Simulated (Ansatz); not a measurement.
# Band gap of LaGaO3 (R-3c) from density functionals to GW, part 2 of 2

Aim: the gap of LaGaO3 (R-3c) at several levels of theory on one structure, with the time that each takes.

Ansatz 0.2.0; density functionals, hybrids and G0W0, plane waves, PAW. Known limits of the many-body steps: finite bands, screening cutoff and k mesh; no spin-orbit coupling in G0W0; d shells not analysed.

So far. Step 5 (HSE06 on the 4×4×4 mesh): Over mesh and listed points the gap is 5.384 eV, from k = (0.338, -0.338, 0.000) to k = Γ. The least direct gap found is 5.520 eV, at k = Γ. On the 4×4×4 mesh alone the same run gives 5.396 eV, so that mesh misses an edge of HSE06: 5.396 − 5.384 = +0.012 eV. HSE06 against LDA: 5.384 − 3.499 = +1.885 eV. The runs also differ in mesh (6×6×6 and 4×4×4), so how much of this comes from the functional alone is not known.

In doubt: masses and optical values from hybrid runs of this build are listed as unsure (step 8), which bears on the screening that GW takes from such a start.

## (7) G0W0@LDA, 4×4×4 mesh, 653 empty bands, screening to 180 eV

G0W0 replaces the xc potential by a self-energy built once from the orbitals of the start. Levels are corrected in the window of bands that the input names, at points of the mesh.

This step: G0W0 on LDA, plane waves, PAW.

The input, input.yaml:

```yaml
crystal:
  lattice:
    - [2.77145, 1.6000974035, 4.4776]
    - [-2.77145, 1.6000974035, 4.4776]
    - [0.0, -3.2001948071, 4.4776]
  atoms:
    - { symbol: La, position: [0.25, 0.25, 0.25] }
    - { symbol: La, position: [0.75, 0.75, 0.75] }
    - { symbol: Ga, position: [0.0, 0.0, 0.0] }
    - { symbol: Ga, position: [0.5, 0.5, 0.5] }
    - { symbol: O, position: [0.8048, 0.6952, 0.25] }
    - { symbol: O, position: [0.25, 0.8048, 0.6952] }
    - { symbol: O, position: [0.6952, 0.25, 0.8048] }
    - { symbol: O, position: [0.1952, 0.3048, 0.75] }
    - { symbol: O, position: [0.75, 0.1952, 0.3048] }
    - { symbol: O, position: [0.3048, 0.75, 0.1952] }
kpoints:
  mp_grid: { grid: [4, 4, 4] }
hamiltonian:
  xc: lda
scf:
  occupations: { method: fixed }
gw:
  n_empty_bands: 653
  ecut_chi: 180.0
  qp_bands: [v3, c3]
  qp_kpoints: band_edges
  screening: { model: contour_deformation }
```

Run with:

```
$ ansatz run input.yaml --threads 3 --pin off --max-ram 92160MiB --backend cuda --events-out ev --progress --plain --runs-dir out --devices 1 --max-vram 13GiB
```

Numbers of over 12 decimals in the logs are rounded to 6 here.

The program printed:

```text
GPUs: using 1 of 1 available (devices: 1).
[...]
GPU FFT provider: cuFFT
GPU libraries: cuBLAS 13.8.2, cuFFT 12.4.0, cuSOLVER 12.3.4
Crystal: 10 atoms, lattice volume = 119.138 Å³
Basis set: ecut = 420 eV, 2319 PW (Γ)
Bands: 52, of which v1, the nominal top of the filled ones, is band 42 counted from 1 (41 counted from 0)
Symmetry: 12 space group operations
[...]
k-points: 13 of 64
[...]
12    41     10.2059   -25.9879     4.2974   -21.0588  0.7556     9.5692     9.5742  root
    12    42     10.2059   -25.9879     4.2974   -21.0588  0.7556     9.5692     9.5742  root
    12    43     15.2007   -19.6078   -10.0843   -33.3989  0.7196    19.5550    18.9076  root ?
    12    44     15.2007   -19.6078   -10.0843   -33.3989  0.7196    19.5550    18.9076  root ?
    12    45     15.2174   -19.0624    -9.8173   -32.4681  0.7225    19.4197    18.8058  root ?
[key lines of the parts left out:]
SCF converged after 7 iterations
Free energy (F): -22910.586073 eV
Fermi energy:    10.735193 eV
```

Wall time 92 s (1 × NVIDIA H100 80GB HBM3 (shared by 6 runs) with 3 threads of AMD EPYC 7R13 (Zen 3), shared host); peak memory 2.4 GiB.

This step gave:

| Item | Value |
| --- | --- |
| bands summed | 695 |
| RPA ε∞ on this mesh (eigenvalues) | 4.889, 5.078, 5.078 |
| plane waves in the screening matrix | 645 |
| G0W0 gap over the corrected points | 5.206 eV |
| k of the valence top | 0, -0.5, -0.5 |
| k of the conduction bottom | 0, 0, 0 |
| starting gap on the mesh | 3.499 eV |
| Z at the valence top | 0.7552 |
| Z at the conduction bottom | 0.8161 |
| least direct G0W0 gap over the corrected points | 5.327 eV |

Over all 13 irreducible mesh points the G0W0 gap is 5.206 eV, from k = (0.000, -0.500, -0.500) to k = Γ. The LDA gap of this run on the mesh is 3.499 eV. The two states that bound the G0W0 gap lie that far apart at the start, so the correction of the gap is 5.206 − 3.499 = +1.707 eV. The program marks 35 of the 78 corrected levels as in doubt (energies apart, Σc rises), neither edge state among them.

## (8) G0W0@HSE06, 4×4×4 mesh, 653 empty bands, screening to 180 eV

This step: G0W0 on HSE06, plane waves, PAW.

input.yaml, as its differences from that of step 7:

```diff
@@ -19,3 +19,3 @@
 hamiltonian:
-  xc: lda
+  xc: hse06
 scf:
```

The program printed:

```text
GPUs: using 1 of 1 available (devices: 1).
[...]
GPU FFT provider: cuFFT
GPU libraries: cuBLAS 13.8.2, cuFFT 12.4.0, cuSOLVER 12.3.4
Crystal: 10 atoms, lattice volume = 119.138 Å³
Basis set: ecut = 420 eV, 2319 PW (Γ)
Bands: 52, of which v1, the nominal top of the filled ones, is band 42 counted from 1 (41 counted from 0)
Symmetry: 12 space group operations
[...]
k-points: 13 of 64
[...]
11    45     17.5210   -17.9249    -7.4073   -28.1950  0.7991    20.4955    20.3837  root ?
[...]
12    42      9.5157   -26.0992     3.9293   -22.0483  0.7926     9.3940     9.3942  root
    12    43     17.2089   -13.2569    -5.9036   -20.8960  0.8216    18.9733    18.9443  root
    12    44     17.2089   -13.2569    -5.9036   -20.8960  0.8216    18.9733    18.9443  root
    12    45     17.2089   -13.2569    -5.9036   -20.8960  0.8216    18.9733    18.9443  root
[key lines of the parts left out:]
Free energy (F): -23491.862509 eV
Fermi energy:    10.047656 eV
```

Elapsed: 2.5 min, on 1 × NVIDIA H100 80GB HBM3 (shared by 6 runs) with 3 threads; peak memory 2.7 GiB.

Numbers from this step:

- bands summed: 695
- RPA ε∞ on this mesh (eigenvalues): 3.785, 3.913, 3.913
- plane waves in the screening matrix: 645
- G0W0 gap over the corrected points: 6.083 eV
- k of the valence top: 0, -0.5, -0.5
- k of the conduction bottom: 0, 0, 0
- starting gap on the mesh: 5.396 eV
- Z at the valence top: 0.7921
- Z at the conduction bottom: 0.8466
- least direct G0W0 gap over the corrected points: 6.193 eV

Over all 13 irreducible mesh points the G0W0 gap is 6.083 eV, from k = (0.000, -0.500, -0.500) to k = Γ. The HSE06 gap of this run on the mesh is 5.396 eV. The two states that bound the G0W0 gap lie that far apart at the start, so the correction of the gap is 6.083 − 5.396 = +0.687 eV. G0W0@HSE06 against G0W0@LDA with 695 bands: 6.083 − 5.206 = +0.877 eV, with the same mesh, files and cutoffs, and both edges at the same k points. The program marks 3 of the 78 corrected levels as in doubt (energies apart), neither edge state among them.

## (9) G0W0@r2SCAN, 4×4×4 mesh, 653 empty bands, screening to 180 eV

This step: G0W0 on r2SCAN, plane waves, PAW.

input.yaml, as its differences from that of step 8:

```diff
@@ -19,3 +19,3 @@
 hamiltonian:
-  xc: hse06
+  xc: r2scan
 scf:
```

The program printed:

```text
GPUs: using 1 of 1 available (devices: 1).
[...]
GPU FFT provider: cuFFT
GPU libraries: cuBLAS 13.8.2, cuFFT 12.4.0, cuSOLVER 12.3.4
Crystal: 10 atoms, lattice volume = 119.138 Å³
Basis set: ecut = 500 eV, 3035 PW (Γ), exchange–correlation on 180×180×180 points (64 copies of the dense FFT grid, shifted against one another)
Bands: 52, of which v1, the nominal top of the filled ones, is band 42 counted from 1 (41 counted from 0)
[...]
12    41     10.2740   -26.1418     4.2099   -21.3852  0.7713     9.7240     9.7273  root
    12    42     10.2740   -26.1418     4.2099   -21.3852  0.7713     9.7240     9.7273  root
    12    43     15.9684   -18.8609    -8.8224   -31.0409  0.7479    19.6998    19.3261  root ?
    12    44     15.9684   -18.8609    -8.8224   -31.0409  0.7479    19.6998    19.3261  root ?
    12    45     15.9684   -18.8609    -8.8224   -31.0409  0.7479    19.6998    19.3261  root ?
[key lines of the parts left out:]
SCF converged after 7 iterations
Free energy (F): -23535.408884 eV
Fermi energy:    10.797391 eV
```

Run time: 91 s. Hardware: 1 × NVIDIA H100 80GB HBM3 (shared by 6 runs) with 3 threads; peak memory 2.5 GiB; 2.5 min of CPU time.

Numbers from this step:

```yaml
bands_summed: 695
rpa_eps_infinity_on_this_mesh_eigenvalues: 4.253, 4.422, 4.422
plane_waves_in_the_screening_matrix: 645
g0w0_gap_over_the_corrected_points: 5.590 eV
k_of_the_valence_top: 0, -0.5, -0.5
k_of_the_conduction_bottom: 0, 0, 0
starting_gap_on_the_mesh: 4.369 eV
z_at_the_valence_top: 0.7710
z_at_the_conduction_bottom: 0.8312
least_direct_g0w0_gap_over_the_corrected_points: 5.705 eV
```

Over all 13 irreducible mesh points the G0W0 gap is 5.590 eV, from k = (0.000, -0.500, -0.500) to k = Γ. The r2SCAN gap of this run on the mesh is 4.369 eV. The two states that bound the G0W0 gap lie that far apart at the start, so the correction of the gap is 5.590 − 4.369 = +1.221 eV. G0W0@r2SCAN against G0W0@HSE06 with 695 bands: 5.590 − 6.083 = −0.493 eV. The runs also differ in plane-wave cutoff (420 eV and 500 eV), so how much of this comes from the start alone is not known. The program marks 35 of the 78 corrected levels as in doubt (energies apart), neither edge state among them.

## (10) All levels together

Each gap is the least one over the points named; times are wall times on shared hosts, not benchmarks. A G0W0 time includes the run's own self-consistent start. Runs with listed points see these and the mesh alone, so an edge that moves elsewhere is missed. Rows marked * are further runs, not shown as steps, whose inputs differ from the G0W0 step on the same start in the columns given; solver thresholds can differ too.

| level | mesh | files, cutoff | bands summed, screening | points | gap (eV) | valence top | conduction bottom | least direct gap (eV) | time |
| --- | --- | --- | --- | --- | --- | --- | --- | --- | --- |
| LDA | 6×6×6 | soft_2 PAW, 420 eV | - | mesh and path | 3.499 | (0.338, -0.338, 0.000) | Γ | 3.648 | 12 s |
| LDA+SOC | 6×6×6 | soft_2 PAW, 420 eV | - | mesh and listed points | 3.499 | (0.338, -0.338, 0.000) | Γ | 3.629 | 14 s |
| r2SCAN | 6×6×6 | soft_2 PAW, 500 eV | - | mesh and listed points | 4.362 | (0.338, -0.338, 0.000) | Γ | 4.508 | 9.2 s |
| HSE06 | 4×4×4 | soft_2 PAW, 420 eV | - | mesh and listed points | 5.384 | (0.338, -0.338, 0.000) | Γ | 5.520 | 56 s |
| PBE0 | 4×4×4 | soft_2 PAW, 420 eV | - | mesh and listed points | 6.118 | (0.338, -0.338, 0.000) | Γ | 6.253 | 49 s |
| G0W0@LDA* | 4×4×4 | soft_2 PAW, 420 eV | 149, 54 eV | all 13 irreducible mesh points | 5.278 | (0.000, -0.500, -0.500) | Γ | 5.368 | 23 s |
| G0W0@LDA* | 4×4×4 | soft_2 PAW, 420 eV | 345, 108 eV | all 13 irreducible mesh points | 5.189 | (0.000, -0.500, -0.500) | Γ | 5.300 | 40 s |
| G0W0@LDA | 4×4×4 | soft_2 PAW, 420 eV | 695, 180 eV | all 13 irreducible mesh points | 5.206 | (0.000, -0.500, -0.500) | Γ | 5.327 | 92 s |
| G0W0@LDA* | 2×2×2 | soft_2 PAW, 420 eV | 345, 108 eV | all 4 irreducible mesh points | 5.127 | (0.000, -0.500, -0.500) | Γ | 5.246 | 11 s |
| G0W0@HSE06 | 4×4×4 | soft_2 PAW, 420 eV | 695, 180 eV | all 13 irreducible mesh points | 6.083 | (0.000, -0.500, -0.500) | Γ | 6.193 | 2.5 min |
| G0W0@r2SCAN | 4×4×4 | soft_2 PAW, 500 eV | 695, 180 eV | all 13 irreducible mesh points | 5.590 | (0.000, -0.500, -0.500) | Γ | 5.705 | 91 s |

## (11) Outcome

| Property | Result |
| --- | --- |
| LDA, over mesh and path | 3.499 eV |
| LDA+SOC, over mesh and listed points | 3.499 eV |
| r2SCAN, over mesh and listed points | 4.362 eV |
| HSE06, over mesh and listed points | 5.384 eV |
| PBE0, over mesh and listed points | 6.118 eV |
| G0W0@LDA (695 bands, 4×4×4), over all 13 irreducible mesh points | 5.206 eV |
| G0W0@HSE06, over all 13 irreducible mesh points | 6.083 eV |
| G0W0@r2SCAN, over all 13 irreducible mesh points | 5.590 eV |
| known limits | finite bands, screening cutoff and k mesh; no spin-orbit coupling in G0W0; d shells not analysed |

In words: The rows run from 3.499 eV (LDA+SOC) to 6.118 eV (PBE0). They differ in mesh, plane-wave cutoff, bands and screening cutoff of G0W0 and the points over which the gap was sought as well as in level, so only pairs that share these are like for like. LDA+SOC against LDA: 3.499 − 3.499 = +0.000 eV, with the same mesh, set of files (read in its fully relativistic form for the spin-orbit run) and cutoff, and both edges at the same k points. The spin-orbit run sees mesh and listed points alone, so its gap is an upper bound: the coupling can move an edge off these points, and the change over the zone, its sign included where it is small, is not known. PBE0 against HSE06: 6.118 − 5.384 = +0.734 eV, with the same mesh, files and cutoff, and both edges at the same k points. G0W0@HSE06 against G0W0@LDA with 695 bands: 6.083 − 5.206 = +0.877 eV, with the same mesh, files and cutoffs, and both edges at the same k points. G0W0@LDA (695 bands, 4×4×4) moves the gap of its own start on the mesh by 5.206 − 3.499 = +1.707 eV, between the same two levels. Over mesh and path, LDA puts the valence top at k = (0.338, -0.338, 0.000), which is no corrected point. The start's gap on the mesh of the G0W0 run, 3.499 eV, is no wider than the 3.499 eV found there (the runs differ in mesh (6×6×6 and 4×4×4)), so it is not shown that this mesh misses an edge. Levels at other points were not corrected, so a lower G0W0 gap elsewhere in the zone is not ruled out. G0W0@HSE06 moves the gap of its own start on the mesh by 6.083 − 5.396 = +0.687 eV, between the same two levels. Over mesh and listed points, HSE06 puts the valence top at k = (0.338, -0.338, 0.000), where no G0W0 correction was computed. The G0W0 gap over the whole zone is therefore not known from this run; at its settings it can only be equal to or under the 6.083 eV found, and no correction is carried over from another point. For the start itself the gap is 5.384 eV over mesh and listed points and 5.396 eV on the mesh of the G0W0 run. G0W0@r2SCAN moves the gap of its own start on the mesh by 5.590 − 4.369 = +1.221 eV, between the same two levels. Over mesh and listed points, r2SCAN puts the valence top at k = (0.338, -0.338, 0.000), where no G0W0 correction was computed. The G0W0 gap over the whole zone is therefore not known from this run; at its settings it can only be equal to or under the 5.590 eV found, and no correction is carried over from another point. For the start itself the gap is 4.362 eV over mesh and listed points and 4.369 eV on the mesh of the G0W0 run, in runs that differ in mesh (6×6×6 and 4×4×4). What spin-orbit coupling does to the G0W0 levels was not computed, so no sum with the G0W0 gap is formed. For G0W0@LDA: from 149 bands and 54 eV to 695 bands and 180 eV the gap moves by 5.206 − 5.278 = −0.072 eV (rung by rung 5.278, 5.189, 5.206 eV); bands and screening cutoff rise together, so their parts are not told apart. The gap turns back along the series (5.278, 5.189, 5.206 eV), so no line is drawn and the limit is not known. The other G0W0 rows are shown at one basis each (695 bands), so their distance from the limit is not known here. With the 2×2×2 mesh in place of the 4×4×4 mesh and all else as in the G0W0@LDA row with 345 bands, the gap differs by 5.127 − 5.189 = −0.062 eV, and that of the start by 3.475 − 3.499 = −0.024 eV. For G0W0@LDA (695 bands, 4×4×4): the program marks 35 of the 78 corrected levels as in doubt (energies apart, Σc rises), neither edge state among them. For G0W0@HSE06: the program marks 3 of the 78 corrected levels as in doubt (energies apart), neither edge state among them. For G0W0@r2SCAN: the program marks 35 of the 78 corrected levels as in doubt (energies apart), neither edge state among them. The G0W0 runs are scalar-relativistic. One-shot GW is known to converge slowly in bands for compounds with shallow d shells. The cell holds Ga; the filling of the d shell and its place against the gap were not analysed here. The cell holds La; where the f levels lie against the gap was not analysed here. G0W0@LDA runs of this series with other atomic data on the same mesh, not shown as steps, give 5.288 eV (hard PAW, 1020 eV, 1018 bands, screening to 234 eV); where bands and cutoffs differ too, the part of the files is not isolated.

[Paths, hosts, dates, memory and timing lines, banners, echoed tables and standing remarks are left out of the program output.]

[Logs are printed without paths, hosts, clocks, repeated set-up lines and the standing remarks that a program may print on its own settings, such as how far it seeks lower states.]

[Runs of the session that timed out or met a known fault of the program may be left out.]

[Cells called generated may have been cut or substituted from an entry of the Crystallography Open Database or the Materials Project.]

[Hosts, paths, dates, database ids (printed as entryN), source tags and the programs' standing remarks are cut or masked in the printed files.]

[Where an RPA ε∞ is given, it is that of the G0W0 mesh and is not shown converged in it. Names of k-points follow the symmetry that the program found, which can be lower than the space group named. Band edges on a path are those of the sampled points; other points can move an edge, and change direct to indirect where valleys lie close.]

[Hybrid gaps are those of their k-mesh and are not shown converged in it.]
